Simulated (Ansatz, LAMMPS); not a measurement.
# Forces and charges in liquid (Rb,Cs)F at 990 K (72 atoms), part 2 of 2

Wanted: forces, charges and levels of liquid (Rb,Cs)F at 990 K (72 atoms).

Ansatz 0.2.0; Kohn-Sham DFT, PBEsol, PAW (set soft_2), plane waves.

The cell: 18 Rb, 18 Cs and 36 F. The network of bonds at the start is that of the classical potential that made the cell. The ion parameters were fitted for water, not for melts. Sampling is at Γ alone, for a cell whose shortest periodic width is 13 Å. No spin–orbit coupling is included.

So far: The starting structure; How the cell was made; Plane-wave single point.

### Step 3. Plane-wave single point (continued)

Electrostatic potential energy in the ac plane at fractional y = 0.231, with atoms of Rb and Cs and F within 0.2 Å of it. With pseudopotentials it is smooth inside the atoms' cores, unlike the true potential.

Ten even steps from '0' (-36 eV) to '9' (9 eV), each cell a mean:
```
89999999999999999862025899930069998888
99999988899999999887667899997899999999
99998875578999999998889999999999999999
99998610016899999999999999999999999999
99998400005899999999888999999999999999
99999742147999999988666789999999999999
98799988889976899986434578999999999999
61039999999500289987544688999999999999
83259999999832599998777889999999999999
99999998889999999999999999998876678999
99999886557899999999999999987433336899
99998850002789999999999999986334335899
99998740002689999999994359997433336899
99998875446889999999960018999876678999
99998888888999988889997579999998999999
99999999899999887778999999999999999999
99999999988888888788999999999999999999
99999999887777888889999999999999999999
99998899875345789999999999999999999999
99930169874335789999999999999999999999
99940169987667899999999999999999998888
89998999998888999999999999999999987556
68999999999999999987778899999999985102
78999999999999999874236899951279986435
```
Columns run along a (13.5 Å; values clipped at the 3rd and 97th percentile), rows up along c (13.5 Å). Atoms in or near the plane, at fractional coordinates: Rb at (0.20, 0.81), Cs at (0.83, 0.51), F at (0.34, 0.67), F at (0.12, 0.16), F at (0.05, 0.67), F at (0.75, 0.98), F at (0.61, 0.44).

Mean intrinsic-atomic-orbital charges: Cs +0.92, F -0.89, Rb +0.87 e. The largest share in the top eV of filled states is F p (97 % of the projected weight), and in the lowest eV of empty states Rb s (57 % of the projected weight).

### Step 4. Distances and neighbours

Bonds and neighbours are counted at the geometry of the runs.

Density 3.12 g/cm³, 34.14 Å³ an atom.

Pair distribution functions g(r), in bins of 0.2 Å:

| r (Å) | total | F-F | F-Cs | F-Rb | Cs-Cs | Cs-Rb | Rb-Rb |
| --- | --- | --- | --- | --- | --- | --- | --- |
| 2.50 | 0.17 | 0.00 | 0.23 | 0.46 | 0.00 | 0.00 | 0.00 |
| 2.70 | 2.08 | 0.00 | 3.85 | 4.48 | 0.00 | 0.00 | 0.00 |
| 2.90 | 2.52 | 0.00 | 5.04 | 5.05 | 0.00 | 0.00 | 0.00 |
| 3.10 | 1.54 | 0.00 | 3.50 | 2.53 | 0.00 | 0.00 | 0.60 |
| 3.30 | 0.66 | 0.14 | 0.84 | 1.39 | 0.00 | 0.55 | 0.00 |
| 3.50 | 0.68 | 0.61 | 0.74 | 0.63 | 1.03 | 0.74 | 0.49 |
| 3.70 | 0.79 | 1.21 | 0.23 | 0.22 | 0.87 | 1.75 | 1.71 |
| 3.90 | 0.86 | 1.57 | 0.29 | 0.40 | 1.17 | 0.79 | 2.02 |
| 4.10 | 1.46 | 2.59 | 0.36 | 0.44 | 2.90 | 2.51 | 1.79 |
| 4.30 | 0.81 | 1.39 | 0.32 | 0.25 | 1.29 | 1.79 | 0.34 |
| 4.50 | 0.97 | 1.71 | 0.75 | 0.22 | 0.91 | 1.05 | 1.79 |
| 4.70 | 1.19 | 1.71 | 0.54 | 0.48 | 1.40 | 1.92 | 2.74 |
| 4.90 | 0.86 | 1.33 | 0.51 | 0.50 | 1.52 | 0.98 | 0.99 |
| 5.10 | 0.82 | 0.82 | 0.82 | 0.58 | 0.70 | 1.17 | 1.17 |
| 5.30 | 1.10 | 1.34 | 0.74 | 1.03 | 1.07 | 1.62 | 0.87 |
| 5.50 | 0.79 | 0.65 | 0.75 | 0.80 | 0.80 | 1.10 | 0.79 |
| 5.70 | 1.19 | 1.03 | 1.11 | 1.66 | 1.11 | 0.93 | 0.94 |
| 5.90 | 1.03 | 0.74 | 1.08 | 1.39 | 1.39 | 0.69 | 0.87 |
| 6.10 | 1.11 | 0.61 | 1.73 | 1.42 | 0.81 | 0.89 | 0.16 |
| 6.30 | 0.89 | 0.61 | 1.15 | 1.44 | 0.30 | 0.30 | 0.61 |
| 6.50 | 0.94 | 0.64 | 1.00 | 1.53 | 0.15 | 0.64 | 0.85 |

Bonds by pair of elements; cutoffs follow the first minimum of g(r), held within bounds set by covalent radii, and pairs that aren't listed don't count as bonded:

```
pair A-B  cutoff (Å)  bonds  mean length (Å)  spread (Å)  shortest (Å)  B about A  A about B
    F-Cs        3.52     80             2.96        0.21          2.55       2.22       4.44
    F-Rb        3.68     84             2.97       0.243          2.58       2.33       4.67
```

The cutoff for F-Cs falls short of the minimum of g(r), so counts run low and odd coordinations can be artefacts.

How many atoms have how many bonded neighbours:

```
element  mean  3   4   5  6
     Cs  4.44  1   8   9  0
      F  4.56  0  19  14  3
     Rb  4.67  0   8   8  2
```

Bond angles, per cent of each kind in bins of 5°:

| angle (°) | F-Rb-F | Cs-F-Rb | F-Cs-F | Rb-F-Rb | Cs-F-Cs |
| --- | --- | --- | --- | --- | --- |
| 60–65 | 0.6 | 0.7 | 0.0 | 1.2 | 1.5 |
| 65–70 | 1.3 | 2.7 | 0.7 | 1.2 | 0.0 |
| 70–75 | 1.9 | 5.3 | 5.0 | 10.0 | 5.8 |
| 75–80 | 10.1 | 5.3 | 6.4 | 5.0 | 4.3 |
| 80–85 | 8.9 | 5.3 | 7.1 | 12.5 | 10.1 |
| 85–90 | 9.5 | 10.7 | 15.6 | 6.2 | 18.8 |
| 90–95 | 11.4 | 13.3 | 9.9 | 15.0 | 5.8 |
| 95–100 | 9.5 | 4.7 | 9.2 | 6.2 | 8.7 |
| 100–105 | 5.7 | 8.0 | 7.8 | 7.5 | 5.8 |
| 105–110 | 6.3 | 4.0 | 7.1 | 3.8 | 8.7 |
| 110–115 | 5.1 | 5.3 | 2.8 | 2.5 | 1.5 |
| 115–120 | 5.1 | 3.3 | 0.7 | 0.0 | 1.5 |
| 120–125 | 3.2 | 4.7 | 5.0 | 8.8 | 2.9 |
| 125–130 | 1.9 | 4.0 | 2.8 | 2.5 | 2.9 |
| 130–135 | 3.2 | 3.3 | 3.5 | 5.0 | 4.3 |
| 135–140 | 1.9 | 2.7 | 1.4 | 2.5 | 4.3 |
| 140–145 | 1.3 | 4.7 | 1.4 | 3.8 | 0.0 |
| 145–150 | 4.4 | 4.0 | 2.8 | 0.0 | 5.8 |
| 150–155 | 1.9 | 0.7 | 3.5 | 1.2 | 2.9 |
| 155–160 | 2.5 | 2.0 | 2.8 | 1.2 | 0.0 |
| 160–165 | 0.6 | 2.0 | 0.7 | 1.2 | 1.5 |
| 165–170 | 1.3 | 2.0 | 1.4 | 0.0 | 1.5 |
| 170–175 | 2.5 | 0.0 | 2.1 | 2.5 | 1.5 |
| 175–180 | 0.0 | 1.3 | 0.0 | 0.0 | 0.0 |

Bond angles (no mean is given where the spread exceeds 20°):

```
  angle  count  mean (°)  spread (°)
 F-Rb-F    158         -           -
Cs-F-Rb    150         -           -
 F-Cs-F    141         -           -
Rb-F-Rb     80         -           -
Cs-F-Cs     69         -           -
```

Bond length by coordination (bonds to H left out):

| element | coordination | atoms | mean bond length (Å) |
| --- | --- | --- | --- |
| Cs | 3 | 1 | 3.12 |
| Cs | 4 | 8 | 2.92 |
| Cs | 5 | 9 | 2.98 |
| F | 4 | 19 | 2.92 |
| F | 5 | 14 | 3.00 |
| F | 6 | 3 | 3.06 |
| Rb | 4 | 8 | 2.96 |
| Rb | 5 | 8 | 2.98 |
| Rb | 6 | 2 | 2.96 |

First main peaks of g(r), for some of the pairs, lie near 4.1 Å (F-F), 2.9 Å (F-Cs) and 2.8 Å (F-Rb).

A closer look about Cs23, which bears the longest force: 10 atoms, nearest first, numbered in the order of the input, with positions taken from that point.

| atom | x | y | z | distance (Å) | bonds | intrinsic-atomic-orbital charge (e) | Fx | Fy | Fz (eV/Å) |
| --- | --- | --- | --- | --- | --- | --- | --- | --- | --- |
| Cs23 | 0.00 | 0.00 | 0.00 | 0.00 | 3 | 0.93 | 0.62 | 0.03 | 1.19 |
| F51 | 0.74 | 1.39 | -2.10 | 2.62 | 4 | -0.91 | -0.30 | -0.34 | -0.04 |
| F50 | -0.34 | 2.67 | 1.81 | 3.25 | 5 | -0.89 | -0.28 | -0.11 | -0.27 |
| Rb14 | -1.46 | -0.28 | -2.93 | 3.28 | 4 | 0.88 | -0.52 | -0.05 | -0.55 |
| F41 | -0.34 | -2.63 | 2.30 | 3.50 | 6 | -0.87 | -0.10 | -0.02 | -0.11 |
| F61 | 3.34 | 0.17 | 1.25 | 3.57 | 4 | -0.89 | -0.10 | -0.10 | 0.20 |
| Rb3 | -2.88 | 2.31 | 0.81 | 3.78 | 5 | 0.86 | -0.20 | -0.09 | -0.07 |
| F45 | -2.45 | -2.91 | -0.96 | 3.92 | 5 | -0.88 | -0.03 | 0.13 | 0.15 |
| F72 | -3.29 | 0.16 | 2.50 | 4.14 | 4 | -0.88 | -0.11 | 0.23 | -0.27 |
| Cs35 | 3.79 | 1.44 | -1.37 | 4.28 | 5 | 0.92 | -0.21 | 0.16 | 0.29 |

The column of bonds counts only the pairs F-Cs within 3.52 Å, F-Rb within 3.68 Å; other neighbours, such as metal atoms beside each other in a compound, aren't counted, and periodic images can show an atom twice.

### Step 5. Summary of results

```
free energy per atom                             : -2601.9787 eV/atom
pressure                                         : -1.352 GPa
r.m.s. force component                           : 0.2854 eV/Å
gap (highest filled to lowest empty level) : 3.363 eV
wall time of the 1 DFT run                       : 16 s
```

What this shows: Between filled and empty levels lie 3.36 eV (at Γ alone); a semilocal functional tends to put such gaps too low. In a disordered cell it changes from sample to sample and from frame to frame.

**Limits.** The force components of 0.29 eV/Å r.m.s. hold both thermal displacement and the mismatch between the potential that made the cell and DFT. The pressure of a single frame lacks the kinetic term.

[Logs are printed without paths, hosts, clocks, repeated set-up lines and the standing remarks that a program may print on its own settings, such as how far it seeks lower states.]

[Hosts, paths, dates, database ids (printed as entryN), source tags and the programs' standing remarks are cut or masked in the printed files.]
